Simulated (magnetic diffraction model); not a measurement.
# Na₂CoHgI₆ below its ordering temperature

Space group Fm-3m (no. 225), a = 11.3990 Å.

| site | atom | x | y | z |
| --- | --- | --- | --- | --- |
| 4b | Hg | 1/2 | 0 | 0 |
| 24e | I | 0.2139 | 0 | 0 |
| 4a | Co | 0 | 0 | 0 |
| 8c | Na | 1/4 | 1/4 | 3/4 |

The compound is invented for this exercise: a known structure type with other elements, its cell scaled to their sizes and not relaxed.

Only Co is taken to order (form factors of Co2+); orders and moment sizes are assumed, and not adapted to the symmetry. Radiation: neutrons of λ = 1.594 Å, 3° to 50°; isotropic B of 0.23 Å² (Hg), 0.31 Å² (I), 0.43 Å² (Co) and 0.41 Å² (Na). Simulated constant-wavelength pattern: nuclear and magnetic terms add, the magnetic one as |2.695 fm × Σ f S⊥ exp(2πi Q·r) exp(−B s²)|², summed over all Q at one angle with the factor 1/(sin²θ cos θ). For collinear order S is the moment m, which repeats by lattice and centring translations R with the sign exp(−2πi k·R). Free-ion form factors, Sears's scattering lengths of 1992, no absorption; a label names one of the reflections at its angle. The strongest nuclear line in the range is 100, and lines under 0.2 are left out.

Above the ordering temperature:

| 2θ (°) | index | I |
| --- | --- | --- |
| 13.91 | (1 1 1) | 2.6 |
| 16.08 | (2 0 0) | 60.1 |
| 22.81 | (2 2 0) | 31.0 |
| 26.82 | (3 1 1) | 33.9 |
| 28.03 | (2 2 2) | 29.7 |
| 32.48 | (4 0 0) | 100.0 |
| 35.49 | (3 3 1) | 60.5 |
| 36.44 | (4 2 0) | 31.1 |
| 40.06 | (4 2 2) | 10.7 |
| 42.61 | (5 1 1) | 30.8 |
| 46.60 | (4 4 0) | 86.6 |
| 48.87 | (5 3 1) | 3.8 |
| 49.61 | (6 0 0) | 23.0 |

Below it (cell unchanged):

```
2θ (°)      I
  6.94    9.2
 13.32    7.0
 13.91    2.6
 16.08   60.1
 17.53    3.8
 20.93    3.4
 22.81   31.0
 23.87    3.6
 26.50    1.4
 26.82   33.9
 28.03   29.7
 28.91    2.2
 31.15    2.7
 32.48  100.0
 33.26    0.7
 35.25    1.4
 35.49   60.5
 36.44   31.1
 37.14    1.6
 38.96    0.9
 40.06   10.7
 40.71    1.2
 42.40    1.0
 42.61   30.8
 44.04    0.6
 45.62    0.5
 46.60   86.6
 47.17    1.2
 48.68    0.6
 48.87    3.8
 49.61   23.0
```

**Question.** Check that the new lines index with k = (1/2 1/2 1/2), then choose among these models:
A. collinear moments along [101], 2.65 μB on Co
B. collinear moments along [001], 2.65 μB on Co
C. collinear moments along [100], 2.65 μB on Co

The new lines index as (1/2 1/2 1/2) at 6.94°, (1/2 1/2 -3/2) at 13.32°, (3/2 3/2 -1/2) at 17.53° and (5/2 1/2 1/2) at 20.93°, that is as H ± k with k = (1/2 1/2 1/2), one of 4 inequivalent arms of its star (k and −k counted as one), which a powder can't tell apart. Half indices mean that the moments reverse under translations with k·R a half-integer, and the magnetic cell has twice the primitive volume.

Magnetic intensity, observed (below minus above) and for each model:

| 2θ (°) | index | observed | A | B | C |
| --- | --- | --- | --- | --- | --- |
| 6.94 | (1/2 1/2 1/2) | 9.2 | 4.6 | 9.2 | 9.2 |
| 13.32 | (1/2 1/2 -3/2) | 7.0 | 8.6 | 7.0 | 7.0 |
| 17.53 | (3/2 3/2 -1/2) | 3.8 | 3.5 | 3.8 | 3.8 |
| 20.93 | (5/2 1/2 1/2) | 3.4 | 2.4 | 3.4 | 3.4 |
| 23.87 | (5/2 1/2 -3/2) | 3.6 | 4.3 | 3.6 | 3.6 |
| 26.50 | (3/2 3/2 -5/2) | 1.4 | 1.7 | 1.4 | 1.4 |
| 33.26 | (7/2 3/2 3/2) | 0.7 | 0.5 | 0.7 | 0.7 |
| 42.40 | (9/2 5/2 1/2) | 1.0 | 0.7 | 1.0 | 1.0 |

Models B and C match alike on every line, so these data can't choose among them (such ties are often domains of one structure): a powder sees only the angle between collinear moments and the unique axis of a uniaxial spin configuration, and no direction at all where the configuration is cubic.

The structure used: k = (1/2 1/2 1/2), collinear moments along [100], 2.65 μB on Co.

[Logs are printed without paths, hosts, clocks, repeated set-up lines and the standing remarks that a program may print on its own settings, such as how far it seeks lower states.]
